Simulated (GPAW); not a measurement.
# A GW chain in GPAW: ZnCu2SnS4 (I-4)

How does a plane-wave GW calculation on ZnCu2SnS4 (I-4) run from the first input to the gap?

Main program and level: GPAW 26.7.0; PBE and many-body steps on it, plane waves.

**The experiments to reproduce.**

- Gap 1.5 eV: direct optical gap from Tauc plot; UV-Vis diffuse reflectance, Kubelka-Munk and Tauc analysis; film (“Impact of excess and disordered Sn sites on Cu2ZnSnS4 absorber material and device performance: A 119Sn Mossbauer Study”, 2018, arxiv:1808.01870).

**1. Set-up**

Symmetry: I-4, No. 82, tetragonal system. Conventional cell: a = 5.434 Å, b = 5.434 Å, c = 10.850 Å, α = 90.00°, β = 90.00°, γ = 90.00°. Zn has 4 S at 2.33 Å nearest. Nearest to Cu lie 4 S at 2.33 Å. Cu has 4 S at 2.33 Å nearest. Sn has 4 S at 2.41 Å nearest. Nearest to S lie 1 Zn at 2.33 Å and 2 Cu at 2.33 Å and 1 Sn at 2.41 Å. Farther neighbours and most contacts between anions are not listed.

The cell and positions come from the Crystallography Open Database and are kept as given unless a step says otherwise.

**2. Ground state**

This step: GPAW 26.7.0; DFT, PBE, plane waves, PAW.

The ground-state density comes first.

run.py reads:

```python
import json
import numpy as np
from gpaw.mpi import world
from ase import Atoms
from gpaw import GPAW, PW, FermiDirac

atoms = Atoms(['Zn', 'Cu', 'Cu', 'Sn', 'S', 'S', 'S', 'S'],
    cell=[[-2.7171000000, 2.7171000000, 5.4248000000],
      [2.7171000000, -2.7171000000, 5.4248000000],
      [2.7171000000, 2.7171000000, -5.4248000000]],
    scaled_positions=[[0.2500000000, 0.7500000000, 0.5000000000],
      [0.0000000000, 0.0000000000, 0.0000000000],
      [0.7500000000, 0.2500000000, 0.5000000000],
      [0.5000000000, 0.5000000000, 0.0000000000],
      [0.3716100000, 0.8844100000, 0.9996000000],
      [0.1155900000, 0.1151900000, 0.4872000000],
      [0.8848100000, 0.3720100000, 0.0004000000],
      [0.6279900000, 0.6283900000, 0.5128000000]],
    pbc=(True, True, True))
calc = GPAW(mode=PW(600),
    xc='PBE',
    kpts={'size': (6, 6, 6), 'gamma': True},
    occupations=FermiDirac(0.001),
    nbands=-10,
    convergence={'density': 1e-6, 'bands': -3},
    maxiter=100,
    txt='gs.txt')
atoms.calc = calc
res = {'energy': atoms.get_potential_energy()}
kpts = calc.get_ibz_k_points()
res['kpts'] = kpts
res['eigenvalues'] = [calc.get_eigenvalues(kpt=k) for k in range(len(kpts))]
res['n_electrons'] = calc.get_number_of_electrons()
calc.write('gs.gpw')

if world.rank == 0:
    with open('result.json', 'w') as f:
        json.dump(res, f, default=lambda x: x.tolist())
```

Command:

```bash
mpirun -n 8 gpaw python run.py
```

Numbers of over 12 decimals in the logs are rounded to 6 here.

Log:

```text
__  _  _
 | _ |_)|_||  |
 |__||  | ||/\| - 26.7.0

Input parameters:
  mode=PW(ecut=600.0),
  convergence={'density': 1e-06, 'bands': -3},
  kpts=MonkhorstPack(size=(6, 6, 6), gamma=True),
  maxiter=100,
  nbands=-10,
  occupations=Occupations(name='fermi-dirac', width=0.001, fixmagmom=False),
  xc=XC(name='PBE')
  [... matrices ...]
Diagonalizing LCAO Hamiltonian
Converting LCAO to pw mode

        S

          Sn
               S
            Cu
                 Zn
                     S

          Cu
              S

Atoms  # Å, Bohr magnetons
|   | symbol |         x |        y |         z |    initial magnetic moments |
| 0 |     Zn |  2.717100 | 0.000000 |  2.712400 | ( 0.0000,  0.0000,  0.0000) |
| 1 |     Cu |  0.000000 | 0.000000 |  0.000000 | ( 0.0000,  0.0000,  0.0000) |
| 2 |     Cu |  0.000000 | 2.717100 |  2.712400 | ( 0.0000,  0.0000,  0.0000) |
| 3 |     Sn |  0.000000 | 0.000000 |  5.424800 | ( 0.0000,  0.0000,  0.0000) |
| 4 |      S |  4.109342 | 1.322684 |  1.391027 | ( 0.0000,  0.0000,  0.0000) |
| 5 |      S |  1.322684 | 1.324858 | -1.391027 | ( 0.0000,  0.0000,  0.0000) |
| 6 |      S | -1.392242 | 1.394416 |  6.815827 | ( 0.0000,  0.0000,  0.0000) |
| 7 |      S |  1.394416 | 1.392242 |  4.033773 | ( 0.0000,  0.0000,  0.0000) |

Unit cell  # Å
| periodic |         x |         y |         z |  lengths |     angles |
|      yes | -2.717100 |  2.717100 |  5.424800 | 6.647836 | 131.751160 |
|      yes |  2.717100 | -2.717100 |  5.424800 | 6.647836 | 131.751160 |
|      yes |  2.717100 |  2.717100 | -5.424800 | 6.647836 |  70.622328 |

Number of symmetries: 4
Symmetry operations  # r_c * U_cc + t_c -> r_c
|   | kind |            matrix            |
| 0 |  E   |  1, 0, 0,  0, 1, 0,  0, 0, 1 |
| 1 |  C2  |  0, 1, 0,  1, 0, 0, -1,-1,-1 |
| 2 |  S4  |  0, 0, 1, -1,-1,-1,  0, 1, 0 |
| 3 |  S4  | -1,-1,-1,  0, 0, 1,  1, 0, 0 |

BZ-sampling:
  Number of BZ points: 216
  Number of IBZ points: 36

  Monkhorst-Pack size: [6, 6, 6]
  Monkhorst-Pack shift: [0.083333, 0.083333, 0.083333]

K-points  # in reciprocal-cell coordinates
|     |                                coordinates |     weight |
|   0 | (  0.00000000,   0.00000000,   0.00000000) | 0.00462963 |
|   1 | (  0.16666667,  -0.16666667,   0.00000000) | 0.01851852 |
|   2 | (  0.16666667,  -0.16666667,   0.16666667) | 0.01851852 |
|   3 | (  0.16666667,   0.00000000,   0.00000000) | 0.03703704 |
|   4 | (  0.16666667,   0.16666667,  -0.16666667) | 0.00925926 |
|   5 | (  0.33333333,  -0.33333333,  -0.16666667) | 0.01851852 |
|   6 | (  0.33333333,  -0.33333333,   0.00000000) | 0.01851852 |
|   7 | (  0.33333333,  -0.33333333,   0.16666667) | 0.01851852 |
|   8 | (  0.33333333,  -0.33333333,   0.33333333) | 0.01851852 |
|   9 | (  0.33333333,  -0.16666667,  -0.16666667) | 0.03703704 |
| ... |                                            |            |
|  35 | (  0.50000000,   0.50000000,   0.50000000) | 0.00462963 |

Plane wave coefficients: 5397
Cutoff: 600.0 eV

Spin-components: 1 (collinear spins)
Bands:           46
Projectors:      44
Spin-degeneracy: 2
Datatype:        complex128

  Storage: CPU
  Wave functions: 142_998_912 bytes (17_874_864 per core)
  Projectors: 124_346_880 bytes (15_543_360 per core)
  [... matrices ...]
Parallelization:
  kpt:    4
  domain: 2
  band:   1

Density:
  Valence electrons: 72.0
  Components: 1
  Grid points: [40 40 40]
  Charge: 0.0  # |e|

Potential:
  Grid points: [40 40 40]

species:
  Zn:
    name:    Zinc
    Z:       30.0
    valence: 12
    core:    18
    charge:  0.0  # [|e|]
    compensation charges:
      type: gauss
      rc: 0.37  # [Å]
      lmax: 2
    cutoffs:
      filter: 2.14  # [Å]
      core: 2.28  # [Å]
    projectors
    | kind |    occ | energy [eV] | rcut [Å] |
    |   4s |  2.000 |      -5.977 |    1.286 |
    |   4p |  0.000 |      -1.117 |    1.270 |
    |   3d | 10.000 |     -10.142 |    1.180 |
    |    s |        |      21.234 |    1.286 |
    |    p |        |      26.095 |    1.270 |
    |    d |        |      17.070 |    1.180 |

    Using partial waves for Zn as LCAO basis

  Cu:
    name:    Copper
    Z:       29.0
    valence: 11
    core:    18
    charge:  0.0  # [|e|]
    compensation charges:
      type: gauss
      rc: 0.33  # [Å]
      lmax: 2
    cutoffs:
      filter: 2.06  # [Å]
      core: 2.43  # [Å]
    projectors
    | kind |    occ | energy [eV] | rcut [Å] |
    |   4s |  1.000 |      -4.609 |    1.164 |
    |   4p |  0.000 |      -0.698 |    1.164 |
    |   3d | 10.000 |      -5.039 |    1.058 |
    |    s |        |      22.603 |    1.164 |
    |    p |        |      26.513 |    1.164 |
    |    d |        |      22.172 |    1.058 |

    Using partial waves for Cu as LCAO basis

  Sn:
    name:    Tin
    Z:       50.0
    valence: 14
    core:    36
    charge:  0.0  # [|e|]
    compensation charges:
      type: gauss
      rc: 0.38  # [Å]
      lmax: 2
    cutoffs:
      filter: 2.23  # [Å]
      core: 2.35  # [Å]
    projectors
    | kind |    occ | energy [eV] | rcut [Å] |
    |   5s |  2.000 |     -10.538 |    1.201 |
    |   5p |  2.000 |      -3.696 |    1.270 |
    |   4d | 10.000 |     -25.845 |    1.185 |
    |    s |        |      16.674 |    1.201 |
    |    p |        |      23.515 |    1.270 |
    |    d |        |       1.367 |    1.185 |

    Using partial waves for Sn as LCAO basis

  S:
    name:    Sulfur
    Z:       16.0
    valence: 6
    core:    10
    charge:  0.0  # [|e|]
    compensation charges:
      type: gauss
      rc: 0.24  # [Å]
      lmax: 2
    cutoffs:
      filter: 1.77  # [Å]
      core: 1.66  # [Å]
    projectors
    | kind |    occ | energy [eV] | rcut [Å] |
    |   3s |  2.000 |     -17.254 |    0.974 |
    |   3p |  4.000 |      -7.008 |    0.979 |
    |    s |        |       9.957 |    0.974 |
    |    p |        |      20.203 |    0.979 |
    |    d |        |       0.000 |    0.900 |

    Using partial waves for S as LCAO basis

Reference energy: -350345.403232  # eV

eigensolver:
  PPCG
  Converge bands: -3
  niter=2

density mixing:
  MSR1-Mixer
  Pratt-step length: 0.05
  Maximum mixing coefficient: 0.75
  Old densities: 10
  SVD Regularization: 0.005
  Good broyden scale: 1.0
  Trust region scale: 1.0
  Backstep threshold: 4.0
  History deletion threshold: 6.0
  Fourier metric: weight=20.0, sigma=0.015

occupation numbers:
  Fermi-Dirac:
    width: 0.0010  # eV

poisson solver:
  ecut: 4800.0  # eV

xc functional:
  name: PBE with 2 nearest neighbor stencil

Initialization done in: 3.229 s

convergence criteria:
- Maximum integral of absolute [dens]ity change: 1e-06 electrons / valence electron
- Maximum [total energy] change in last 3 cyles: 0.0005 eV / valence electron
- Maximum integral of absolute [eigenst]ate change: 4e-08 eV^2 / valence electron
maximum number of iterations: 100

SCF iterations
|iter     |     time |      energy | eigst |  dens |
|iter:   1|  |  -34.473570 | +1.30 |       |
|iter:   2|  |  -34.045305 | +0.85 | -1.14 |
|iter:   3|  |  -32.886669 | +0.32 | -1.20 |
|iter:   4|  |  -32.750102 | +0.06 | -1.52 |
|iter:   5|  |  -32.632050 | -0.52 | -1.71 |
|iter:   6|  |  -32.638869 | -0.91 | -2.07 |
|iter:   7|  |  -32.637825c| -1.40 | -2.62 |
|iter:   8|  |  -32.637389c| -1.70 | -2.90 |
|iter:   9|  |  -32.637471c| -2.03 | -3.26 |
|iter:  10|  |  -32.637493c| -2.26 | -3.62 |
|iter:  11|  |  -32.637496c| -2.49 | -4.21 |
|iter:  12|  |  -32.637496c| -2.70 | -4.86 |
|iter:  13|  |  -32.637496c| -2.95 | -5.51 |
|iter:  14|  |  -32.637496c| -3.19 | -5.89 |
|iter:  15|  |  -32.637496c| -3.44 | -6.45c|
|iter:  16|  |  -32.637496c| -3.71 | -6.99c|
|iter:  17|  |  -32.637496c| -4.00 | -7.28c|
|iter:  18|  |  -32.637496c| -4.25 | -7.52c|
|iter:  19|  |  -32.637496c| -4.47 | -7.98c|
|iter:  20|  |  -32.637496c| -4.63 | -7.98c|
|iter:  21|  |  -32.637496c| -4.87 | -8.58c|
|iter:  22|  |  -32.637496c| -5.08 | -8.39c|
|iter:  23|  |  -32.637496c| -5.36 | -8.90c|
|iter:  24|  |  -32.637496c| -5.66 | -8.89c|
|iter:  25|  |  -32.637496c| -5.95 | -9.48c|
|iter:  26|  |  -32.637496c| -6.17 | -9.48c|
|iter:  27|  |  -32.637496c| -6.52 | -9.75c|
|iter:  28|  |  -32.637496c| -6.77 | -9.95c|
|iter:  29|  |  -32.637496c| -7.18 | -9.91c|
|iter:  30|  |  -32.637496c| -7.39 |-10.32c|
|iter:  31|  |  -32.637496c| -7.87c|-10.53c|

Converged in 31 steps
SCF loop duration: 103.163 s (3.328 s/step)
Energy contributions relative to reference atoms: (reference = -350345.403232)
  [... matrices ...]
Energy contributions:
  Kinetic:          27.977366
  Coulomb:         -28.220820
  Zero:              0.302129
  External:          0.000000
  Xc:              -32.696171
  Entropy:          -0.000000
  Spinorbit:         0.000000
  ----------------------------
  Free energy:     -32.637496
  Extrapolated:    -32.637496

dipole moment: (-14.656592, -15.174117, 6.521980)  # |e|*Ang

Fermi level: 5.659
Eigenvalues  # (at kpt = [0.000, 0.000, 0.000])
| band index |      eig [eV] | occ [0-2] |
|          0 |       -16.900 |     2.000 |
|        ... |               |           |
|         28 |         3.649 |     2.000 |
|         29 |         3.875 |     2.000 |
|         30 |         3.896 |     2.000 |
|         31 |         3.896 |     2.000 |
|         32 |         4.045 |     2.000 |
|         33 |         5.325 |     2.000 |
|         34 |         5.325 |     2.000 |
|         35 |         5.406 |     2.000 |
|         36 |         5.703 |     0.000 |
[...]
|         40 |         9.197 |     0.000 |
|         41 |        10.297 |     0.000 |
|         42 |        10.297 |     0.000 |
|         43 |        10.602 |     0.000 |
|        ... |               |           |
|         45 |        10.966 |     0.000 |

Gap: 0.297 eV
Transition (v -> c):
  (s=0, k=0, n=35, [0.00, 0.00, 0.00]) -> (s=0, k=0, n=36, [0.00, 0.00, 0.00])
No difference between direct/indirect transitions
# Writing to gs.gpw (mode='')
  [... matrices ...]
```

Elapsed: 1.8 min, on 8 MPI ranks of Arm Neoverse V1, shared host; peak memory 1.9 GiB; 14 min of CPU time.

Numbers from this step:

```
total energy               : -32.64 eV
gap                        : 0.2973 eV
k of the valence top       : 0, 0, 0
k of the conduction bottom : 0, 0, 0
least direct gap           : 0.2973 eV
```

The gap is direct, at Γ.

**3. Bands along the symmetry lines**

Levels along a band path, at the cheap level, show where the edges lie and whether the meshes to come will hold them.

run.py reads:

```python
import json
import numpy as np
from gpaw.mpi import world
from gpaw import GPAW

path = [[0.000000, 0.000000, 0.000000],
    [0.000000, 0.000000, 0.062500],
    [0.000000, 0.000000, 0.125000],
    [0.000000, 0.000000, 0.187500],
    [0.000000, 0.000000, 0.250000],
    [0.000000, 0.000000, 0.312500],
    [0.000000, 0.000000, 0.375000],
    [0.000000, 0.000000, 0.437500],
    [0.000000, 0.000000, 0.500000],
    [0.031250, 0.031250, 0.468750],
    [0.062500, 0.062500, 0.437500],
    [0.093750, 0.093750, 0.406250],
    [0.125000, 0.125000, 0.375000],
    [0.156250, 0.156250, 0.343750],
    [0.187500, 0.187500, 0.312500],
    [0.218750, 0.218750, 0.281250],
    [0.250000, 0.250000, 0.250000],
    [0.218750, 0.281250, 0.218750],
    [0.187500, 0.312500, 0.187500],
    [0.156250, 0.343750, 0.156250],
    [0.125000, 0.375000, 0.125000],
    [0.093750, 0.406250, 0.093750],
    [0.062500, 0.437500, 0.062500],
    [0.031250, 0.468750, 0.031250],
    [0.000000, 0.500000, 0.000000],
    [0.000000, 0.437500, 0.000000],
    [0.000000, 0.375000, 0.000000],
    [0.000000, 0.312500, 0.000000],
    [0.000000, 0.250000, 0.000000],
    [0.000000, 0.187500, 0.000000],
    [0.000000, 0.125000, 0.000000],
    [0.000000, 0.062500, 0.000000],
    [0.000000, 0.000000, 0.000000],
    [0.062500, 0.062500, -0.062500],
    [0.125000, 0.125000, -0.125000],
    [0.187500, 0.187500, -0.187500],
    [0.250000, 0.250000, -0.250000],
    [0.312500, 0.312500, -0.312500],
    [0.375000, 0.375000, -0.375000],
    [0.437500, 0.437500, -0.437500],
    [0.500000, 0.500000, -0.500000],
    [0.476590, 0.523410, -0.476590],
    [0.453179, 0.546821, -0.453179],
    [0.429769, 0.570231, -0.429769],
    [0.406358, 0.593642, -0.406358],
    [0.382948, 0.617052, -0.382948],
    [0.359538, 0.640462, -0.359538],
    [0.336127, 0.663873, -0.336127],
    [0.312717, 0.687283, -0.312717],
    [-0.312717, 0.312717, 0.312717],
    [-0.273627, 0.273627, 0.273627],
    [-0.234538, 0.234538, 0.234538],
    [-0.195448, 0.195448, 0.195448],
    [-0.156358, 0.156358, 0.156358],
    [-0.117269, 0.117269, 0.117269],
    [-0.078179, 0.078179, 0.078179],
    [-0.039090, 0.039090, 0.039090],
    [0.000000, 0.000000, 0.000000],
    [0.000000, 0.000000, 0.500000],
    [-0.015679, 0.015679, 0.500000],
    [-0.031358, 0.031358, 0.500000],
    [-0.047038, 0.047038, 0.500000],
    [-0.062717, 0.062717, 0.500000],
    [-0.078396, 0.078396, 0.500000],
    [-0.094075, 0.094075, 0.500000],
    [-0.109754, 0.109754, 0.500000],
    [-0.125434, 0.125434, 0.500000],
    [0.500000, 0.500000, -0.125434],
    [0.500000, 0.500000, -0.172254],
    [0.500000, 0.500000, -0.219075],
    [0.500000, 0.500000, -0.265896],
    [0.500000, 0.500000, -0.312717],
    [0.500000, 0.500000, -0.359538],
    [0.500000, 0.500000, -0.406358],
    [0.500000, 0.500000, -0.453179],
    [0.500000, 0.500000, -0.500000]]
calc = GPAW('gs.gpw').fixed_density(kpts=path,
    symmetry='off',
    nbands=46,
    convergence={'bands': 42},
    txt='bands.txt')
res = {}
kpts = calc.get_ibz_k_points()
res['kpts'] = kpts
res['eigenvalues'] = [calc.get_eigenvalues(kpt=k) for k in range(len(kpts))]
res['n_electrons'] = calc.get_number_of_electrons()

if world.rank == 0:
    with open('result.json', 'w') as f:
        json.dump(res, f, default=lambda x: x.tolist())
```

Command:

```bash
mpirun -n 8 gpaw python run.py
```

Log:

```text
Diagonalizing LCAO Hamiltonian
Converting LCAO to pw mode
convergence criteria:
- Maximum integral of absolute [eigenst]ate change: 4e-08 eV^2 / valence electron
maximum number of iterations: 100

SCF iterations
|iter     |     time |      energy | eigst |  dens |
|iter:   1|  |             | +1.10 |       |
|iter:   2|  |             | +0.50 |       |
|iter:   3|  |             | +0.13 |       |
[...]
|iter:  27|  |             | -7.05 |       |
|iter:  28|  |             | -7.38 |       |
|iter:  29|  |             | -7.60c|       |
SCF steps: 29
  __  _  _
 | _ |_)|_||  |
 |__||  | ||/\| - 26.7.0

Input parameters:
  mode=PW(ecut=600.0),
  convergence={'bands': 42},
  gpts=array([40, 40, 40]),
  kpts=KPoints(kpts=array([[ 0.      ,  0.      ,  0.      ],
         [ 0.      ,  0.      ,  0.0625  ],
         [ 0.      ,  0.      ,  0.125   ],
         [ 0.      ,  0.      ,  0.1875  ],
[...]
[ 0.453179,  0.546821, -0.453179],
         [ 0.429769,  0.570231, -0.429769],
         [ 0.406358,  0.593642, -0.406358],
         [ 0.382948,  0.617052, -0.382948],
         [ 0.359538,  0.640462, -0.359538],
         [ 0.336127,  0.663873, -0.336127],
         [ 0.312717,  0.687283, -0.312717],
         [-0.312717,  0.312717,  0.312717],
         [-0.273627,  0.273627,  0.273627],
         [-0.234538,  0.234538,  0.234538],
         [-0.195448,  0.195448,  0.195448],
         [-0.156358,  0.156358,  0.156358],
         [-0.117269,  0.117269,  0.117269],
         [-0.078179,  0.078179,  0.078179],
         [-0.03909 ,  0.03909 ,  0.03909 ],
         [ 0.      ,  0.      ,  0.      ],
         [ 0.      ,  0.      ,  0.5     ],
         [-0.015679,  0.015679,  0.5     ],
         [-0.031358,  0.031358,  0.5     ],
         [-0.047038,  0.047038,  0.5     ],
[...]
[-0.109754,  0.109754,  0.5     ],
         [-0.125434,  0.125434,  0.5     ],
         [ 0.5     ,  0.5     , -0.125434],
         [ 0.5     ,  0.5     , -0.172254],
         [ 0.5     ,  0.5     , -0.219075],
[...]
[ 0.5     ,  0.5     , -0.406358],
         [ 0.5     ,  0.5     , -0.453179],
         [ 0.5     ,  0.5     , -0.5     ]])),
  maxiter=100,
  nbands=46,
  occupations=Occupations(name='fermi-dirac', width=0.001, fixmagmom=False),
  parallel={},
  symmetry=Symmetry(point_group=False, time_reversal=False),
  xc=XC(name='PBE')
  [... matrices ...]
timing:  # [seconds]
  Total: 0.049  # ━━━━━━━━━━━━━━━━━━━━━━━━━━━━━━━━━━━━━━━━━━━━━━━━━━━━━━━━━━━
```

Wall time 3.2 min (8 MPI ranks); peak memory 2.8 GiB.

This step gave:

```yaml
gap: 0.2973 eV
k_of_the_valence_top: 0, 0, 0
k_of_the_conduction_bottom: 0, 0, 0
least_direct_gap: 0.2973 eV
```

The gap is 0.297 eV, as in the run before at this level.

The electronic bands at the labelled points (eV, zero at the top of the highest filled band):

```csv
point,band 33,band 34,band 35,band 36,band 37,band 38,band 39,band 40
Γ,-1.36,-0.08,-0.08,0.00,0.30,2.03,2.91,3.79
halfway,-1.16,-1.00,-0.53,-0.21,1.34,2.96,3.30,3.59
X,-0.76,-0.65,-0.47,-0.40,0.84,2.32,3.17,4.16
halfway,-0.75,-0.69,-0.50,-0.48,0.96,2.54,3.12,3.88
P,-0.74,-0.73,-0.56,-0.52,1.08,2.87,3.06,3.48
halfway,-0.98,-0.92,-0.66,-0.61,1.38,2.95,3.36,3.80
N,-1.10,-1.04,-0.98,-0.47,1.76,3.18,3.30,4.25
halfway,-1.25,-0.83,-0.50,-0.21,1.33,2.89,3.04,3.44
Γ,-1.36,-0.08,-0.08,0.00,0.30,2.03,2.91,3.79
halfway,-1.35,-0.67,-0.42,-0.42,1.27,2.22,2.82,2.82
M,-1.10,-1.01,-0.81,-0.81,1.51,2.07,2.07,2.46
halfway,-1.12,-0.95,-0.82,-0.70,1.58,2.18,2.48,2.97
S,-1.24,-1.03,-0.65,-0.52,1.69,2.50,3.15,3.90
jump to S0,-1.24,-1.03,-0.65,-0.52,1.69,2.50,3.15,3.90
halfway,-1.20,-0.85,-0.56,-0.37,1.53,3.19,3.26,3.44
Γ,-1.36,-0.08,-0.08,0.00,0.30,2.03,2.91,3.79
jump to X,-0.76,-0.65,-0.47,-0.40,0.84,2.32,3.17,4.16
halfway,-0.77,-0.66,-0.52,-0.46,0.90,2.38,3.30,4.13
R,-0.79,-0.70,-0.63,-0.57,1.06,2.53,3.58,3.91
jump to G,-0.79,-0.70,-0.63,-0.57,1.06,2.53,3.58,3.91
halfway,-0.90,-0.88,-0.81,-0.78,1.53,2.52,2.66,3.24
M,-1.10,-1.01,-0.81,-0.81,1.51,2.07,2.07,2.46
```

[end of part 1 of 2]

[Paths, hosts, dates, memory and timing lines, banners, echoed tables and standing remarks are left out of the program output.]

[Logs are printed without paths, hosts, clocks, repeated set-up lines and the standing remarks that a program may print on its own settings, such as how far it seeks lower states.]

[Runs of the session that timed out or met a known fault of the program may be left out.]

[Hosts, paths, dates, database ids (printed as entryN), source tags and the programs' standing remarks are cut or masked in the printed files.]
